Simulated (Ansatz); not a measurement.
# A failed many-body run on Cs2InAgCl6 (Fm-3m)

A first try at the G0W0 gap of Cs2InAgCl6 (Fm-3m), what the program said, and an input that works.

Main program and level: Ansatz 0.2.0; G0W0 on LDA, plane waves, PAW.

In doubt: GW on d or f shells is unreliable with these PAW files, so the values of those runs are not to be relied on.

**1. Starting point**

The structure is cubic, space group Fm-3m (No. 225). Conventional cell: a = 10.469 Å, b = 10.469 Å, c = 10.469 Å, α = 90.00°, β = 90.00°, γ = 90.00°. Nearest to Cs lie 12 Cl at 3.70 Å. Nearest to In lie 6 Cl at 2.51 Å. Ag has 6 Cl at 2.72 Å nearest. Nearest to Cl lie 1 In at 2.51 Å and 1 Ag at 2.72 Å and 4 Cs at 3.70 Å. Farther neighbours, and contacts between anions beyond the nearest, are not listed.

The cell and positions come from the Crystallography Open Database and are kept as given unless a step says otherwise. The default PAW set here is soft_2. Its files were made with PBE.

**2. First try**

Contents of input.yaml:

```yaml
crystal:
  lattice:
    - [0.0, 5.2345, 5.2345]
    - [5.2345, 0.0, 5.2345]
    - [5.2345, 5.2345, 0.0]
  atoms:
    - { symbol: Cs, position: [0.25, 0.25, 0.25] }
    - { symbol: Cs, position: [0.75, 0.75, 0.75] }
    - { symbol: In, position: [0.0, 0.0, 0.0] }
    - { symbol: Ag, position: [0.5, 0.5, 0.5] }
    - { symbol: Cl, position: [0.76021, 0.23979, 0.23979] }
    - { symbol: Cl, position: [0.23979, 0.76021, 0.23979] }
    - { symbol: Cl, position: [0.23979, 0.76021, 0.76021] }
    - { symbol: Cl, position: [0.76021, 0.23979, 0.76021] }
    - { symbol: Cl, position: [0.23979, 0.23979, 0.76021] }
    - { symbol: Cl, position: [0.76021, 0.76021, 0.23979] }
kpoints:
  mp_grid: { grid: [2, 2, 2] }
hamiltonian:
  xc: lda
scf:
  occupations: { method: fixed }
gw:
  n_empty_bands: 4
  ecut_chi: 40
  qp_bands: [v3, c3]
  qp_kpoints: band_edges
  screening: { model: contour_deformation }
```

Command:

```
ansatz run input.yaml --threads 3 --pin off --max-ram 92160MiB --backend cuda --events-out ev --progress --plain --runs-dir out --devices 1 --max-vram 13GiB
```

The log of the run:

```text
GPUs: using 1 of 1 available (devices: 1).
Engine: ansatz 0.2.0, x86_64-unknown-linux-gnu
Pseudopotentials: kind: paw
Pseudopotential: Cs, paw, valence charge 9, recommended cutoff 420 eV (normal), Cs.paw.azcp
Pseudopotential: In, paw, valence charge 13, recommended cutoff 420 eV (normal), In.paw.azcp
Pseudopotential: Ag, paw, valence charge 19, recommended cutoff 420 eV (normal), Ag.paw.azcp
Pseudopotential: Cl, paw, valence charge 7, recommended cutoff 420 eV (normal), Cl.paw.azcp
Functional definition: SPW92
  exchange = slater_x
  correlation = pw_c
device memory: the entry about to start is reckoned to put 4.2 GiB on a device that reports 55.2 GiB free (of which the cap on the GPU budget leaves the run 13.0 GiB)
GPU FFT provider: cuFFT
GPU libraries: cuBLAS 13.8.2, cuFFT 12.4.0, cuSOLVER 12.3.4
Crystal: 10 atoms, lattice volume = 286.850 Å³
Basis set: ecut = 420 eV, 5601 PW (Γ)
Bands: 56, of which v1, the nominal top of the filled ones, is band 46 counted from 1 (45 counted from 0)
Symmetry: 48 space group operations
Space group: Fm-3m (ITA 225), of the structure as read, at distance tolerance 6.6e-5 Å
k-points: 3 of 8
Non-local potential: Cs, projectors of the file, l = 0: 3, l = 1: 2, l = 2: 2, l = 3: 2
Non-local potential: In, projectors of the file, l = 0: 2, l = 1: 2, l = 2: 2, l = 3: 2
Non-local potential: Ag, projectors of the file, l = 0: 3, l = 1: 2, l = 2: 2, l = 3: 1
Non-local potential: Cl, projectors of the file, l = 0: 2, l = 1: 2, l = 2: 2
PAW form: soft (Blöchl's): semilocal exchange-correlation on the pseudo side does not see the compensation charge
PAW frozen core: Cs, regenerated for the run's functional, and the local potential with it (the file was generated under x = pbe(κ = 0.804, μ = 0.219515), c = pbe(β = 0.066725))
PAW frozen core: In, regenerated for the run's functional, and the local potential with it (the file was generated under x = pbe(κ = 0.804, μ = 0.219515), c = pbe(β = 0.066725))
PAW frozen core: Ag, regenerated for the run's functional, and the local potential with it (the file was generated under x = pbe(κ = 0.804, μ = 0.219515), c = pbe(β = 0.066725))
PAW frozen core: Cl, regenerated for the run's functional, and the local potential with it (the file was generated under x = pbe(κ = 0.804, μ = 0.219515), c = pbe(β = 0.066725))
PAW one-centre angular grid: Cs, 194 points (default); XC on 64 Gauss nodes
PAW one-centre angular grid: In, 590 points (default); XC on 64 Gauss nodes
PAW one-centre angular grid: Ag, 590 points (default); XC on 64 Gauss nodes
PAW one-centre angular grid: Cl, 110 points (default); XC on 64 Gauss nodes
Initial density: superposition of atomic densities (neutral atoms: chi_scale 0, normalization atom), corrected by the library's trained network
Initial wavefunctions: pseudopotential atomic-orbital guess
GPU buffer pool allocated for 125000 grid points (all kernels)
GPU transforms: local potential and band sums: pruned to the plane-wave sphere, on 50×50×50
Functional: x = slater, c = lda
SCF iter   1: F=—  HF=-30203.227773 eV  |F-HF|=—  |Δ(HF+E_count)|=         —  Δρ=6.97e-3  dr2=1.31e-1  ethr=1.77e-3  ⟨swp⟩=5.0  Hψ=565  notcnv=0  defer=17
preconditioner: auto → Resta (q_TF=auto, 2.257 Å⁻¹)  ε∞=3.6  [insulator: Δε(μ)=0.764 eV  Ē_g=12.542 eV  n_scr=58 (ndim 8)  ℏωp=20.1 eV  f_vac=0.035  ε∞_Penn≈3.6]
SCF iter   2: F=—  HF=-30203.191844 eV  |F-HF|=—  |Δ(HF+E_count)|=   3.59e-2  Δρ=3.15e-3  dr2=2.22e-2  ethr=1.42e-4  ⟨swp⟩=2.0  Hψ=296  notcnv=0  defer=22
SCF iter   3: F=—  HF=-30203.185697 eV  |F-HF|=—  |Δ(HF+E_count)|=   6.15e-3  Δρ=1.05e-3  dr2=2.61e-3  ethr=2.41e-5  ⟨swp⟩=2.3  Hψ=292  notcnv=0  defer=24
SCF iter   4: F=—  HF=-30203.185180 eV  |F-HF|=—  |Δ(HF+E_count)|=   5.17e-4  Δρ=2.81e-4  dr2=2.24e-4  ethr=2.83e-6  ⟨swp⟩=2.0  Hψ=299  notcnv=0  defer=24
SCF iter   5: F=—  HF=-30203.185186 eV  |F-HF|=—  |Δ(HF+E_count)|=   6.09e-6  Δρ=6.39e-5  dr2=1.35e-5  ethr=2.43e-7  ⟨swp⟩=2.0  Hψ=214  notcnv=0  defer=15
SCF iter   6: F=—  HF=-30203.185192 eV  |F-HF|=—  |Δ(HF+E_count)|=   5.51e-6  Δρ=1.47e-5  dr2=1.07e-6  ethr=1.47e-8  ⟨swp⟩=3.0  Hψ=311  notcnv=0  defer=11
SCF iter   7: F=—  HF=-30203.185192 eV  |F-HF|=—  |Δ(HF+E_count)|=   2.13e-8  Δρ=5.02e-6  dr2=1.19e-7  ethr=1.16e-9  ⟨swp⟩=2.0  Hψ=279  notcnv=0  defer=11
SCF iter   8: F=-30203.185192 eV  HF=-30203.185192 eV  |F-HF|=8.62e-10  |Δ(HF+E_count)|=   1.03e-8  Δρ=1.23e-6  dr2=5.84e-9  ethr=1.09e-10  ⟨swp⟩=16.7  Hψ=760  notcnv=0
SCF 1 converged in 8 iterations: F = -30203.185192 eV  dr2 = 5.84e-9
[...]
device memory: the entry about to start is reckoned to put 5.3 GiB (of the 5.3 GiB reckoned in all, the device holds 0.1 GiB already) on a device that reports 55.6 GiB free (of which the cap on the GPU budget leaves the run 12.9 GiB)
NSCF: frozen V_eff on 3 k-points
[...]
device memory: the entry about to start is reckoned to put 3.8 GiB on a device that reports 55.7 GiB free (of which the cap on the GPU budget leaves the run 13.0 GiB)
NSCF: frozen V_eff on 3 k-points
SCF converged after 8 iterations
Free energy (F): -30203.185192 eV
Harris-Foulkes:  -30203.185192 eV  (|F-HF|=8.62e-10)
Internal energy: -30203.185192 eV  (E = F + TS)
E sigma→0 (E₀):  -30203.185192 eV
Fermi energy:    3.881655 eV
--- Per-component energies (eV) ---
  E_band       = -694.908528
  E_kinetic    = 2023.401503
  E_local      = -7609.461684  (includes V_loc(G=0)·N_el)
  E_nonlocal   = 710.133141
  E_hartree    = 3128.816065
  E_xc         = -1374.261770
  E_vxc        = -1312.758952  (∫ρ·V_xc dr)
  E_paw        = -21350.761251  (= ΣΔE_a)
  E_vpaw       = -763.855374  (= ΣTr[D̂ρ^β])
  E_aug_tail   = 0.000893  (compensation charges beyond the density's cutoff)
  E_ewald      = -5733.745495
  E_core_change = 2.693407  (= ΣΔE_core)
  E_smearing   = -0.000000  (= −TS)
  E_closure    = -0.000000  (closes the sum)
  Σ components = -30203.185192   (vs F -30203.185192, Δ=0.00e0)
--- Band table (eV) ---
  k-point 0: bands = [... 42 lower, 2.9985, 2.9985, 3.8817, 3.8817, 4.7634, 8.7429, 8.8880, 8.8880, ... 6 higher]
  k-point 1: bands = [... 42 lower, 2.7888, 2.7888, 3.3152, 3.3152, 6.6723, 7.4939, 9.9815, 10.2059, ... 6 higher]
  k-point 2: bands = [... 42 lower, 2.9269, 2.9269, 2.9809, 3.8780, 7.3409, 9.3126, 10.1160, 10.1308, ... 6 higher]
```

Elapsed: 3.6 s, on 1 × NVIDIA H100 80GB HBM3 (shared by 6 runs) with 3 threads of AMD EPYC 7R13 (Zen 3), shared host; peak memory 0.98 GiB.

The column dr2 measures how far the density is from self-consistency, as an energy; F and HF (Harris–Foulkes) agree once it is small.

**Diagnosis.**

The self-consistent loop converged; the step after it was not made. The program's words: G₀W₀ refused: the quasiparticle rows reach c3, inside the degenerate multiplet of c3 to c5 at k-index 0, which gw.n_empty_bands = 4 cuts: a row's own level would stand in its own sum at a weight under one; raise gw.n_empty_bands to 5 or more, or end gw.qp_bands at c2 or below

The fault: four empty bands in G0W0. The sums over empty states are cut off almost at the gap, so screening and correlation are far from complete.

**3. A better input**

G0W0 replaces the xc potential by the self-energy, built once from these orbitals. Only a window of levels is corrected, while the sums run over the empty bands that the input names.

Changes to input.yaml since step 2:

```diff
@@ -23,4 +23,4 @@
 gw:
-  n_empty_bands: 4
-  ecut_chi: 40
+  n_empty_bands: 501
+  ecut_chi: 84
   qp_bands: [v3, c3]
```

The log of the run:

```text
GPUs: using 1 of 1 available (devices: 1).
[...]
GPU FFT provider: cuFFT
GPU libraries: cuBLAS 13.8.2, cuFFT 12.4.0, cuSOLVER 12.3.4
Crystal: 10 atoms, lattice volume = 286.850 Å³
Basis set: ecut = 420 eV, 5601 PW (Γ)
Bands: 56, of which v1, the nominal top of the filled ones, is band 46 counted from 1 (45 counted from 0)
[... 1 set-up line as in the run before ...]
[...]
k-points: 3 of 8
[...]
GPU buffer pool allocated for 125000 grid points (all kernels)
[...]
SCF iter   1: F=—  HF=-30203.227773 eV  |F-HF|=—  |Δ(HF+E_count)|=         —  Δρ=6.97e-3  dr2=1.31e-1  ethr=1.77e-3  ⟨swp⟩=5.0  Hψ=565  notcnv=0  defer=17
[...]
SCF iter   8: F=-30203.185192 eV  HF=-30203.185192 eV  |F-HF|=8.62e-10  |Δ(HF+E_count)|=   1.03e-8  Δρ=1.23e-6  dr2=5.84e-9  ethr=1.09e-10  ⟨swp⟩=16.7  Hψ=760  notcnv=0
SCF 1 converged in 8 iterations: F = -30203.185192 eV  dr2 = 5.84e-9
[...]
0    44      2.9985   -21.2619     3.3142   -16.9818  0.7487     2.0063     2.0326  root
     0    45      3.8817   -28.4710     3.6837   -24.1628  0.7477     3.2468     3.2572  root
     0    46      3.8817   -28.4710     3.6837   -24.1628  0.7477     3.2468     3.2572  root
     0    47      4.7634   -10.0366    -3.7294   -14.8159  0.7934     5.8353     5.8132  root
     0    48      8.7429    -4.7188    -3.7822    -9.4271  0.8197     9.6885     9.6690  root
     0    49      8.8880    -6.1850    -3.9649   -11.1289  0.8043     9.8912     9.8669  root
     1    44      2.7888   -21.1377     3.2301   -16.9855  0.7484     1.8420     1.8668  root
     1    45      3.3152   -27.8048     3.9390   -23.1501  0.7396     2.5838     2.5996  root
[...]
2    46      3.8780   -28.4642     3.6729   -24.1714  0.7479     3.2478     3.2580  root
     2    47      7.3409   -13.6975    -3.5255   -18.3301  0.7698     8.4533     8.4480  root
     2    48      9.3126   -10.9479    -4.7312   -16.8495  0.7628    10.5466    10.4831  root
     2    49     10.1160    -5.5394    -3.8112   -10.3511  0.8115    11.1397    11.1165  root
[key lines of the parts left out:]
SCF converged after 8 iterations
Free energy (F): -30203.185192 eV
Fermi energy:    3.881655 eV
```

Run time: 14 s. Hardware: 1 × NVIDIA H100 80GB HBM3 (shared by 6 runs) with 3 threads; peak memory 1.5 GiB; 9.5 s of CPU time.

Numbers from this step:

```yaml
bands_summed: 547
rpa_eps_infinity_on_this_mesh_eigenvalues: 4.300, 4.300, 4.300
plane_waves_in_the_screening_matrix: 531
q_points_in_the_mesh: 8
g0w0_gap_on_the_mesh: 2.555 eV
k_of_the_valence_top: 0, -0.5, -0.5
k_of_the_conduction_bottom: 0, 0, 0
starting_gap_on_the_mesh: 0.8817 eV
z_at_the_valence_top: 0.7479
z_at_the_conduction_bottom: 0.7934
least_direct_g0w0_gap_on_the_computed_points: 2.556 eV
```

The gap on the mesh goes from 0.88 eV to 2.56 eV, a correction of +1.67 eV. Between the two edge states, bare exchange in place of the xc potential would open the gap by 9.07 eV, and correlation takes back 7.40 eV.

**4. What came out**

| Quantity | Value |
| --- | --- |
| first try | the many-body step was refused after 3.6 s |
| better run | G0W0 gap on the mesh 2.56 eV (2×2×2 mesh, 501 empty bands, screening to 84 eV) |

In words: The second run differs in: empty bands and screening cutoff (eV). Bands and cutoff are finite, so the gap stands short of the basis limit, usually by up to a few tenths of an eV; the mesh is an error of its own. The 2×2×2 mesh is coarse for this cell (its supercell is 15 Å along the shortest edge). The RPA ε∞ on it, from the LDA start, is 4.30; such meshes misread the long-range screening, most where the gap is narrow. A d shell, filled or nearly so, lies near the gap. One-shot GW converges very slowly in bands there, not always from below, and on a semilocal start the gap tends to come out low; starts rich in exact exchange can overshoot instead. The many-body steps are scalar-relativistic: spin-orbit coupling is not in them.

[Long decimals in the printed logs are rounded to 6 places.]

[Logs are printed without paths, hosts, clocks, repeated set-up lines and the standing remarks that a program may print on its own settings, such as how far it seeks lower states.]

[Paths, hosts, dates, memory and timing lines, banners, echoed tables and standing remarks are left out of the program output; an Ansatz launch command may be rebuilt from the run's recorded settings. Measured values are a selection of at most five: reports struck by readers or far from the other reports are left out. None is set beside runs whose start may be inverted or whose files or cutoffs have a known fault.]

[Runs of the session that timed out or met a known fault of the program may be left out.]

[Cells called generated may have been cut or substituted from an entry of the Crystallography Open Database or the Materials Project.]

[Hosts, paths, dates, database ids (printed as entryN), source tags and the programs' standing remarks are cut or masked in the printed files.]

[Where the starting crystal was built by hand or by swapping elements, it need not be the compound's stable phase.]
